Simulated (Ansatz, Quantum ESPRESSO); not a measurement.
# Ballistic transmission: vacuum gap of 7.0 Å between two Pd(111) faces, part 2 of 3

How well does the junction conduct in the ballistic limit? It is: vacuum gap of 7.0 Å between two Pd(111) faces.

Quantum ESPRESSO 7.5; plane-wave DFT, PBE, GBRV ultrasoft pseudopotentials; cross-check by Ansatz 0.2.0 with PAW datasets.

So far. Step 2 (SCF with pw.x): The run needed 17 iterations to bring the estimated error under 1e-07 Ry; the largest force on any atom, held or free, is 0.09 eV/Å.

## (3) The open system

Level of this step: transmission by pwcond, lead and junction from one cell; plane-wave DFT, PBE, GBRV ultrasoft pseudopotentials (Quantum ESPRESSO).

prefixt takes both regions from one run: the lead from 0 to bdl, the scattering region from bdl to bds (units of alat). ikind = 1 puts the same lead on both sides. The program's T_tot counts both spins in a run without spin; the tables below give T per spin.

The input, cond.in:

```
&inputcond
  outdir = './out'
  prefixt = 'scf'
  tran_file = 'cond.dat'
  bdl = 2.4494897421
  bds = 16.3930040423
  ikind = 1
  ewind = 4.0
  epsproj = 1e-05
  nz1 = 7
  energy0 = 0.4
  denergy = -0.4
/
14
  0.00000000 0.00000000 0.01000000
  0.00000000 0.10000000 0.06000000
  0.00000000 0.20000000 0.06000000
  0.00000000 0.30000000 0.06000000
  0.00000000 0.40000000 0.06000000
  0.00000000 0.50000000 0.03000000
  0.10000000 0.20000000 0.06000000
  0.10000000 0.30000000 0.12000000
  0.10000000 0.40000000 0.12000000
  0.10000000 0.50000000 0.12000000
  0.20000000 0.40000000 0.06000000
  0.20000000 0.50000000 0.12000000
  0.20000000 0.60000000 0.06000000
  0.30000000 0.60000000 0.06000000
3
```

The run is started by

```
> OMP_NUM_THREADS=1 mpirun -n 4 pwcond.x -in cond.in > cond.out
```

The log of the run:

```text
[banner, memory and clock lines left out]
Program PWCOND v.7.5 starts

          URL

     ./out/scf.save/

     IMPORTANT: XC functional enforced from input :
     Exchange-correlation= PBE
                           (   1   4   3   4   0   0   0)
     Any further DFT definition will be discarded
     Please, verify this is what you really want

     negative rho (up, down):  1.511E+00 0.000E+00
     Reading collected, re-writing distributed wavefunctions

===== INPUT FILE containing all the regions =====

     GEOMETRY:

     lattice parameter (alat)  =       5.2648  a.u.
     the volume                =    2071.7123 (a.u.)^3
     the cross section         =      24.0044 (a.u.)^2
     l of the unit cell        =      16.3930 (alat)
     number of atoms/cell      =           18
     number of atomic types    =            1

     crystal axes: (cart. coord. in units of alat)
               a(1) = (  1.0000  0.0000  0.0000 )
               a(2) = (  0.5000  0.8660  0.0000 )
               a(3) = (  0.0000  0.0000 16.3930 )

   Cartesian axes

     site n.     atom                  positions (alat units)
          1        Pd     tau(  1)=(  0.0000  0.0000 16.3930  )
          2        Pd     tau(  2)=(  0.5000  0.2887  0.8165  )
          3        Pd     tau(  3)=(  1.0000  0.5774  1.6330  )
          4        Pd     tau(  4)=(  0.0000  0.0000  2.4495  )
          5        Pd     tau(  5)=(  0.5000  0.2887  3.2660  )
          6        Pd     tau(  6)=(  1.0000  0.5774  4.0825  )
          7        Pd     tau(  7)=(  0.0000  0.0000  4.8990  )
          8        Pd     tau(  8)=(  0.5000  0.2887  5.7155  )
          9        Pd     tau(  9)=(  1.0000  0.5774  6.5320  )
         10        Pd     tau( 10)=(  0.0000  0.0000  9.0445  )
         11        Pd     tau( 11)=(  0.5000  0.2887  9.8610  )
         12        Pd     tau( 12)=(  1.0000  0.5774 10.6775  )
         13        Pd     tau( 13)=(  0.0000  0.0000 11.4940  )
         14        Pd     tau( 14)=(  0.5000  0.2887 12.3105  )
         15        Pd     tau( 15)=(  1.0000  0.5774 13.1270  )
         16        Pd     tau( 16)=(  0.0000  0.0000 13.9435  )
         17        Pd     tau( 17)=(  0.5000  0.2887 14.7600  )
         18        Pd     tau( 18)=(  1.0000  0.5774 15.5765  )

     nr1s                      =           24
     nr2s                      =           24
     nr3s                      =          360
     nr1sx                     =           24
     nr2sx                     =           24
     nr3sx                     =          360
     nr1                       =           24
     nr2                       =           24
     nr3                       =          400
     nr1x                      =           24
     nr2x                      =           24
     nr3x                      =          400

 _______________________________
  Radii of nonlocal spheres:

     type       ibeta     ang. mom.          radius (alat units)
       Pd         1         0                    0.4428
       Pd         2         0                    0.4428
       Pd         3         1                    0.4428
       Pd         4         1                    0.4428
       Pd         5         2                    0.4428
       Pd         6         2                    0.4428
----- General information -----

--- T calc. with identical leads (ikind=1) ---

     nrx                       =           24
     nry                       =           24
     nz1                       =            7

     energy0               =         4.0E-01
     denergy               =        -4.0E-01
     nenergy               =          3
     ecut2d                =         4.0E+01
     ewind                 =         4.0E+00
     epsproj               =         1.0E-05

     number of k_|| points=   14
                       cryst. coord.
        k(    1) = (   0.0000000   0.0000000), wk =   0.0100000
        k(    2) = (   0.0000000   0.1000000), wk =   0.0600000
        k(    3) = (   0.0000000   0.2000000), wk =   0.0600000
        k(    4) = (   0.0000000   0.3000000), wk =   0.0600000
        k(    5) = (   0.0000000   0.4000000), wk =   0.0600000
        k(    6) = (   0.0000000   0.5000000), wk =   0.0300000
        k(    7) = (   0.1000000   0.2000000), wk =   0.0600000
        k(    8) = (   0.1000000   0.3000000), wk =   0.1200000
        k(    9) = (   0.1000000   0.4000000), wk =   0.1200000
        k(   10) = (   0.1000000   0.5000000), wk =   0.1200000
        k(   11) = (   0.2000000   0.4000000), wk =   0.0600000
        k(   12) = (   0.2000000   0.5000000), wk =   0.1200000
        k(   13) = (   0.2000000   0.6000000), wk =   0.0600000
        k(   14) = (   0.3000000   0.6000000), wk =   0.0600000
----- Information about left/right lead -----

     nocros                   =           18
     noins                    =           36
     norb                     =           72
     norbf                    =          288
     nrz                      =           54

      iorb      type   ibeta   ang. mom.   m       position (alat)
        1        1       1        0        1   taunew(   1)=(  0.0000  0.0000  0.0000)
        2        1       2        0        1   taunew(   2)=(  0.0000  0.0000  0.0000)
        3        1       3        1        1   taunew(   3)=(  0.0000  0.0000  0.0000)
        4        1       3        1        2   taunew(   4)=(  0.0000  0.0000  0.0000)
        5        1       3        1        3   taunew(   5)=(  0.0000  0.0000  0.0000)
        6        1       4        1        1   taunew(   6)=(  0.0000  0.0000  0.0000)
        7        1       4        1        2   taunew(   7)=(  0.0000  0.0000  0.0000)
        8        1       4        1        3   taunew(   8)=(  0.0000  0.0000  0.0000)
        9        1       5        2        1   taunew(   9)=(  0.0000  0.0000  0.0000)
       10        1       5        2        2   taunew(  10)=(  0.0000  0.0000  0.0000)
       11        1       5        2        3   taunew(  11)=(  0.0000  0.0000  0.0000)
       12        1       5        2        4   taunew(  12)=(  0.0000  0.0000  0.0000)
       13        1       5        2        5   taunew(  13)=(  0.0000  0.0000  0.0000)
       14        1       6        2        1   taunew(  14)=(  0.0000  0.0000  0.0000)
       15        1       6        2        2   taunew(  15)=(  0.0000  0.0000  0.0000)
       16        1       6        2        3   taunew(  16)=(  0.0000  0.0000  0.0000)
       17        1       6        2        4   taunew(  17)=(  0.0000  0.0000  0.0000)
       18        1       6        2        5   taunew(  18)=(  0.0000  0.0000  0.0000)
       19        1       1        0        1   taunew(  19)=(  0.5000  0.2887  0.8165)
[...]
244        1       5        2        2   taunew( 244)=(  0.5000  0.2887 12.3105)
      245        1       5        2        3   taunew( 245)=(  0.5000  0.2887 12.3105)
      246        1       5        2        4   taunew( 246)=(  0.5000  0.2887 12.3105)
      247        1       5        2        5   taunew( 247)=(  0.5000  0.2887 12.3105)
      248        1       6        2        1   taunew( 248)=(  0.5000  0.2887 12.3105)
      249        1       6        2        2   taunew( 249)=(  0.5000  0.2887 12.3105)
      250        1       6        2        3   taunew( 250)=(  0.5000  0.2887 12.3105)
      251        1       6        2        4   taunew( 251)=(  0.5000  0.2887 12.3105)
      252        1       6        2        5   taunew( 252)=(  0.5000  0.2887 12.3105)
      253        1       1        0        1   taunew( 253)=(  1.0000  0.5774 13.1270)
      254        1       2        0        1   taunew( 254)=(  1.0000  0.5774 13.1270)
      255        1       3        1        1   taunew( 255)=(  1.0000  0.5774 13.1270)
      256        1       3        1        2   taunew( 256)=(  1.0000  0.5774 13.1270)
      257        1       3        1        3   taunew( 257)=(  1.0000  0.5774 13.1270)
      258        1       4        1        1   taunew( 258)=(  1.0000  0.5774 13.1270)
      259        1       4        1        2   taunew( 259)=(  1.0000  0.5774 13.1270)
      260        1       4        1        3   taunew( 260)=(  1.0000  0.5774 13.1270)
      261        1       5        2        1   taunew( 261)=(  1.0000  0.5774 13.1270)
      262        1       5        2        2   taunew( 262)=(  1.0000  0.5774 13.1270)
      263        1       5        2        3   taunew( 263)=(  1.0000  0.5774 13.1270)
      264        1       5        2        4   taunew( 264)=(  1.0000  0.5774 13.1270)
      265        1       5        2        5   taunew( 265)=(  1.0000  0.5774 13.1270)
      266        1       6        2        1   taunew( 266)=(  1.0000  0.5774 13.1270)
      267        1       6        2        2   taunew( 267)=(  1.0000  0.5774 13.1270)
      268        1       6        2        3   taunew( 268)=(  1.0000  0.5774 13.1270)
      269        1       6        2        4   taunew( 269)=(  1.0000  0.5774 13.1270)
      270        1       6        2        5   taunew( 270)=(  1.0000  0.5774 13.1270)
      271        1       1        0        1   taunew( 271)=(  0.0000  0.0000 13.9435)
      272        1       2        0        1   taunew( 272)=(  0.0000  0.0000 13.9435)
      273        1       3        1        1   taunew( 273)=(  0.0000  0.0000 13.9435)
      274        1       3        1        2   taunew( 274)=(  0.0000  0.0000 13.9435)
      275        1       3        1        3   taunew( 275)=(  0.0000  0.0000 13.9435)
      276        1       4        1        1   taunew( 276)=(  0.0000  0.0000 13.9435)
      277        1       4        1        2   taunew( 277)=(  0.0000  0.0000 13.9435)
      278        1       4        1        3   taunew( 278)=(  0.0000  0.0000 13.9435)
      279        1       5        2        1   taunew( 279)=(  0.0000  0.0000 13.9435)
      280        1       5        2        2   taunew( 280)=(  0.0000  0.0000 13.9435)
      281        1       5        2        3   taunew( 281)=(  0.0000  0.0000 13.9435)
      282        1       5        2        4   taunew( 282)=(  0.0000  0.0000 13.9435)
      283        1       5        2        5   taunew( 283)=(  0.0000  0.0000 13.9435)
      284        1       6        2        1   taunew( 284)=(  0.0000  0.0000 13.9435)
      285        1       6        2        2   taunew( 285)=(  0.0000  0.0000 13.9435)
      286        1       6        2        3   taunew( 286)=(  0.0000  0.0000 13.9435)
      287        1       6        2        4   taunew( 287)=(  0.0000  0.0000 13.9435)
      288        1       6        2        5   taunew( 288)=(  0.0000  0.0000 13.9435)
 ngper, shell number =           85          11
 ngper, n2d =           85          59
---  E-Ef =    0.4000000  k =    0.0000000   0.0000000
---  ie =          1  ik =          1
 Nchannels of the left tip =            1
 Right moving states:
   k1(2pi/a)   k2(2pi/a)   E-Ef (eV)
   0.3031602  -0.0000019   0.4000000
 Left moving states:
   k1(2pi/a)   k2(2pi/a)   E-Ef (eV)
  -0.3031620  -0.0000019   0.4000000

 to transmit
 Band j to band i transmissions and reflections:
    j         i     |T_ij|^2    |R_ij|^2

    1 -->     1     0.01081     0.98919
   Total T_j, R_j =    0.01081  0.98919

E-Ef(ev), T(x2 spins) =    0.4000000   0.0216138
---  E-Ef =    0.0000000  k =    0.0000000   0.0000000
---  ie =          2  ik =          1
 Nchannels of the left tip =            1
 Right moving states:
   k1(2pi/a)   k2(2pi/a)   E-Ef (eV)
   0.2400925  -0.0000019   0.0000000
 Left moving states:
   k1(2pi/a)   k2(2pi/a)   E-Ef (eV)
  -0.2400945  -0.0000019   0.0000000

 to transmit
 Band j to band i transmissions and reflections:
    j         i     |T_ij|^2    |R_ij|^2

    1 -->     1     0.00570     0.99430
   Total T_j, R_j =    0.00570  0.99430

E-Ef(ev), T(x2 spins) =    0.0000000   0.0113949
---  E-Ef =   -0.4000000  k =    0.0000000   0.0000000
---  ie =          3  ik =          1
 Nchannels of the left tip =            3
 Right moving states:
   k1(2pi/a)   k2(2pi/a)   E-Ef (eV)
   0.0967824  -0.0000015  -0.4000000
   0.0967824  -0.0000015  -0.4000000
   0.1813254  -0.0000020  -0.4000000
 Left moving states:
   k1(2pi/a)   k2(2pi/a)   E-Ef (eV)
  -0.0967643  -0.0000015  -0.4000000
  -0.0967643  -0.0000015  -0.4000000
  -0.1813278  -0.0000020  -0.4000000

 to transmit
 Band j to band i transmissions and reflections:
    j         i     |T_ij|^2    |R_ij|^2

    1 -->     1     0.00000     0.99508
    1 -->     2     0.00000     0.00492
    1 -->     3     0.00000     0.00000
   Total T_j, R_j =    0.00000  1.00000

    2 -->     1     0.00000     0.00492
    2 -->     2     0.00000     0.99508
    2 -->     3     0.00000     0.00000
   Total T_j, R_j =    0.00000  1.00000

    3 -->     1     0.00000     0.00000
    3 -->     2     0.00000     0.00000
    3 -->     3     0.00322     0.99678
   Total T_j, R_j =    0.00322  0.99678

E-Ef(ev), T(x2 spins) =   -0.4000000   0.0064466
 ngper, shell number =           79          44
 ngper, n2d =           79          60
[... further energies and points left out ...]
---  E-Ef =    0.4000000  k =    0.3000000   0.6000000
---  ie =          1  ik =         14
 Nchannels of the left tip =            0
 Right moving states:
   k1(2pi/a)   k2(2pi/a)   E-Ef (eV)
 Left moving states:
   k1(2pi/a)   k2(2pi/a)   E-Ef (eV)

 to transmit
          E-Ef(ev), T =    0.4000000   0.0000000
---  E-Ef =    0.0000000  k =    0.3000000   0.6000000
---  ie =          2  ik =         14
 Nchannels of the left tip =            1
 Right moving states:
   k1(2pi/a)   k2(2pi/a)   E-Ef (eV)
   0.3042384  -0.0000021   0.0000000
 Left moving states:
   k1(2pi/a)   k2(2pi/a)   E-Ef (eV)
  -0.3036012  -0.0000021   0.0000000

 to transmit
 Band j to band i transmissions and reflections:
    j         i     |T_ij|^2    |R_ij|^2

    1 -->     1     0.00000     1.00000
   Total T_j, R_j =    0.00000  1.00000

E-Ef(ev), T(x2 spins) =    0.0000000   0.0000025
---  E-Ef =   -0.4000000  k =    0.3000000   0.6000000
---  ie =          3  ik =         14
 Nchannels of the left tip =            1
 Right moving states:
   k1(2pi/a)   k2(2pi/a)   E-Ef (eV)
   0.2969172  -0.0000021  -0.4000000
 Left moving states:
   k1(2pi/a)   k2(2pi/a)   E-Ef (eV)
  -0.2974023  -0.0000021  -0.4000000

 to transmit
 Band j to band i transmissions and reflections:
    j         i     |T_ij|^2    |R_ij|^2

    1 -->     1     0.00001     0.99999
   Total T_j, R_j =    0.00001  0.99999

E-Ef(ev), T(x2 spins) =   -0.4000000   0.0000298
   T_tot     0.40000      0.16203E-02
   T_tot     0.00000      0.12049E-02
   T_tot    -0.40000      0.14998E-02

Note: The following floating-point exceptions are signalling: IEEE_UNDERFLOW_FLAG
Note: The following floating-point exceptions are signalling: IEEE_UNDERFLOW_FLAG
Note: The following floating-point exceptions are signalling: IEEE_UNDERFLOW_FLAG
Note: The following floating-point exceptions are signalling: IEEE_UNDERFLOW_FLAG
```

The job ended after 59 s (4 MPI ranks of Arm Neoverse V2, shared host; peak memory 0.27 GiB; 3.9 min of CPU time).

The run finished, but its numbers are not taken as the system's. The fault: channel counts that differ from the second code's on over 12 % of the mesh's weight.

[end of part 2 of 3]

[Logs are printed without paths, hosts, clocks, repeated set-up lines and the standing remarks that a program may print on its own settings, such as how far it seeks lower states.]

[Hosts, paths, dates, database ids (printed as entryN), source tags and the programs' standing remarks are cut or masked in the printed files.]

[Maps of the electrostatic potential energy from Ansatz leave out the sawtooth potential of an applied field or a dipole correction, so their vacuum need not be flat; planar profiles and work functions include it.]
